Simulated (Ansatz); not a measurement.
# Bi2Te2Pb2S3 (P-3m1): how G0W0 depends on its starting point

Aim: G0W0 for Bi2Te2Pb2S3 (P-3m1) on several starting functionals, at one mesh, band count and screening cutoff.

Program: Ansatz 0.2.0. Level of theory: G0W0 on several functionals, plane waves, PAW. Results are calculated unless marked as measured.

Report form: the programs' logs are mostly left out.

In doubt: masses and optical values from hybrid runs of this build are listed as unsure (steps 3, 4), which bears on the screening that GW takes from such a start.

## 1. The starting structure

It takes space group P-3m1 (No. 164, trigonal). Conventional cell: a = 4.258 Å, b = 4.258 Å, c = 16.943 Å, α = 90.00°, β = 90.00°, γ = 120.00°. Nearest to Bi lie 3 S at 3.02 Å and 3 Te at 3.04 Å. Nearest to Te lie 3 Bi at 3.04 Å. Pb has 6 S at 2.99 to 3.00 Å nearest. S has 3 Pb at 2.99 Å and 3 Bi at 3.02 Å nearest. Nearest to S lie 6 Pb at 3.00 Å. Farther neighbours and most contacts between anions are not listed.

The cell and positions come from the Crystallography Open Database and are kept as given unless a step says otherwise. Spin-orbit coupling is left out unless a step names it. The default PAW set here is soft_2. Its files were made with PBE.

## 2. G0W0 on PBE

G0W0 replaces the xc potential by the self-energy, built once from these orbitals. Only a window of levels is corrected, while the sums run over the empty bands that the input names.

This step: G0W0 on PBE, plane waves, PAW.

input.yaml

```yaml
crystal:
  lattice:
    - [4.25788, 0.0, 0.0]
    - [-2.12894, 3.6874322463, 0.0]
    - [0.0, 0.0, 16.9431]
  atoms:
    - { symbol: Bi, position: [0.0, 0.0, 0.19477] }
    - { symbol: Bi, position: [0.0, 0.0, 0.80523] }
    - { symbol: Te, position: [0.3333333333, 0.6666666667, 0.9106] }
    - { symbol: Te, position: [0.6666666667, 0.3333333333, 0.0894] }
    - { symbol: Pb, position: [0.3333333333, 0.6666666667, 0.60123] }
    - { symbol: Pb, position: [0.6666666667, 0.3333333333, 0.39877] }
    - { symbol: S, position: [0.3333333333, 0.6666666667, 0.29817] }
    - { symbol: S, position: [0.6666666667, 0.3333333333, 0.70183] }
    - { symbol: S, position: [0.0, 0.0, 0.5] }
kpoints:
  mp_grid: { grid: [6, 6, 2] }
hamiltonian:
  xc: pbe
scf:
  occupations: { method: fixed }
gw:
  n_empty_bands: 369
  ecut_chi: 72
  qp_bands: [v3, c3]
  qp_kpoints: band_edges
  screening: { model: contour_deformation }
```

The run is started by

```sh
ansatz run input.yaml --threads 3 --pin off --max-ram 64512MiB --backend cuda --events-out ev --progress --plain --runs-dir out --devices 1 --max-vram 24GiB  # rebuilt from the run's record
```

Run time: 22 s. Hardware: 1 × NVIDIA H100 80GB HBM3 (shared by 3 runs) with 3 threads of AMD EPYC 7R13 (Zen 3), shared host; peak memory 2.2 GiB; 41 s of CPU time.

Numbers from this step:

| Item | Value |
| --- | --- |
| bands summed | 423 |
| RPA ε∞ on this mesh (eigenvalues) | 18.29, 18.29, 21.93 |
| plane waves in the screening matrix | 341 |
| q-points in the mesh | 72 |
| G0W0 gap on the mesh | 0.5613 eV |
| k of the valence top | 0, 0, 0 |
| k of the conduction bottom | 0, 0, 0 |
| starting gap on the mesh | 0.3806 eV |
| Z at the valence top | 0.7531 |
| Z at the conduction bottom | 0.7768 |
| least direct G0W0 gap on the computed points | 0.5613 eV |

The gap on the mesh goes from 0.38 eV to 0.56 eV, a correction of +0.18 eV. Between the two edge states, bare exchange in place of the xc potential would open the gap by 3.80 eV, and correlation takes back 3.62 eV.

## 3. G0W0 on HSE06

The same correction from a different start measures what one shot leaves open.

This step: G0W0 on HSE06, plane waves, PAW.

input.yaml: that of step 2 with these lines changed.

```diff
@@ -18,3 +18,3 @@
 hamiltonian:
-  xc: pbe
+  xc: hse06
 scf:
```

Wall time 72 s (1 × NVIDIA H100 80GB HBM3 (shared by 3 runs) with 3 threads); peak memory 3.4 GiB.

This step gave:

| Quantity | Value |
| --- | --- |
| bands summed | 423 |
| RPA ε∞ on this mesh (eigenvalues) | 12.09, 13.35, 13.35 |
| plane waves in the screening matrix | 341 |
| q-points in the mesh | 72 |
| G0W0 gap on the mesh | 0.7426 eV |
| k of the valence top | 0, 0, 0 |
| k of the conduction bottom | 0, 0, 0 |
| starting gap on the mesh | 0.7941 eV |
| Z at the valence top | 0.7819 |
| Z at the conduction bottom | 0.8020 |
| least direct G0W0 gap on the computed points | 0.7426 eV |

Against the run with 6×6×2 mesh, 369 empty bands, screening to 72 eV on PBE, the gap moves by +0.18 eV, while the start moved by +0.41 eV.

## 4. G0W0 on PBE0

This step: G0W0 on PBE0, plane waves, PAW.

input.yaml: that of step 3 with these lines changed.

```diff
@@ -18,3 +18,3 @@
 hamiltonian:
-  xc: hse06
+  xc: pbe0
 scf:
```

Wall time 74 s (1 × NVIDIA H100 80GB HBM3 (shared by 3 runs) with 3 threads); peak memory 3.4 GiB.

This step gave:

```
bands summed                                 : 423
RPA ε∞ on this mesh (eigenvalues)            : 9.697, 11.07, 11.07
plane waves in the screening matrix          : 341
G0W0 gap on the mesh                         : 0.8747 eV
k of the valence top                         : 0, 0, 0
k of the conduction bottom                   : 0, 0, 0
starting gap on the mesh                     : 1.333 eV
least direct G0W0 gap on the computed points : 0.8747 eV
```

Against the run with 6×6×2 mesh, 369 empty bands, screening to 72 eV on HSE06, the gap moves by +0.13 eV, while the start moved by +0.54 eV.

## 5. Side by side

All on the 6×6×2 mesh with 369 empty bands and screening to 72 eV. Times are wall times on 1 × NVIDIA H100 80GB HBM3 (shared by 3 runs) with 3 threads of AMD EPYC 7R13 (Zen 3), shared host, good to a factor of about two.

| start | starting gap (eV) | shift (eV) | G0W0 gap (eV) | RPA ε∞ (harmonic mean) | Z (valence, conduction) | time |
| --- | --- | --- | --- | --- | --- | --- |
| PBE | 0.38 | +0.18 | 0.56 | 19.36 | 0.75, 0.78 | 22 s |
| HSE06 | 0.79 | −0.05 | 0.74 | 12.90 | 0.78, 0.80 | 72 s |
| PBE0 | 1.33 | −0.46 | 0.87 | 10.57 | 0.80, 0.82 | 74 s |

How the two edges are built up, in eV (the quasiparticle level is the starting level plus Σx plus Σc less Vxc):

| run | edge | start | Σx | Σc | Vxc | Z | QP |
| --- | --- | --- | --- | --- | --- | --- | --- |
| PBE | valence top | 8.31 | -15.83 | 0.69 | -15.07 | 0.75 | 8.24 |
| PBE | conduction bottom | 8.69 | -8.88 | -2.93 | -11.92 | 0.78 | 8.80 |
| HSE06 | valence top | 8.02 | -15.90 | 0.71 | -15.32 | 0.78 | 8.16 |
| HSE06 | conduction bottom | 8.82 | -8.59 | -3.00 | -11.68 | 0.80 | 8.90 |
| PBE0 | valence top | 7.75 | -15.95 | 0.70 | -15.60 | 0.80 | 8.10 |
| PBE0 | conduction bottom | 9.09 | -8.56 | -2.96 | -11.41 | 0.82 | 8.97 |

For a hybrid start, Vxc holds its share of exact exchange.

## 6. What came out

| Property | Result |
| --- | --- |
| G0W0@PBE | 0.56 eV (start 0.38 eV) |
| G0W0@HSE06 | 0.74 eV (start 0.79 eV) |
| G0W0@PBE0 | 0.87 eV (start 1.33 eV) |
| known limits | not at the basis limit; model gap, bands may invert with spin-orbit coupling; no spin-orbit coupling; coarse k mesh |

What this shows: The starting gaps span 0.95 eV and the G0W0 gaps 0.31 eV. Between PBE and PBE0, 0.31 eV of the 0.95 eV survives, 33 %. On PBE0 the correction is negative: that start lies above its own G0W0 value. The smallest correction, −0.05 eV, is on HSE06, the start nearest to reproducing itself. Bands and cutoff are finite, so the gap is not at the basis limit. The miss can reach some tenths of an eV and take either sign; the mesh is an error of its own. The 6×6×2 mesh is coarse for this cell (its supercell is 26 Å along the shortest edge). The RPA ε∞ on it, from the PBE start, is 18.29 and 21.93; such meshes misread the long-range screening, most where the gap is narrow. The program warns that the mesh is coarse for exact exchange, which bears on the hybrid start's gap. Where an edge is built on 6p states of lead, bismuth or thallium, scalar-relativistic gaps usually stand too wide, by a few tenths to over one eV. With atoms this heavy and so narrow a gap, spin-orbit coupling can invert the bands. These scalar-relativistic gaps are then model values, not to be set against experiment, and a spin-orbit change taken from DFT can't simply be added.

[Paths, hosts, dates, memory and timing lines, banners, echoed tables and standing remarks are left out of the program output.]

[Logs are printed without paths, hosts, clocks, repeated set-up lines and the standing remarks that a program may print on its own settings, such as how far it seeks lower states.]

[Runs of the session that timed out or met a known fault of the program may be left out.]

[Cells called generated may have been cut or substituted from an entry of the Crystallography Open Database or the Materials Project.]

[Hosts, paths, dates, database ids (printed as entryN), source tags and the programs' standing remarks are cut or masked in the printed files.]
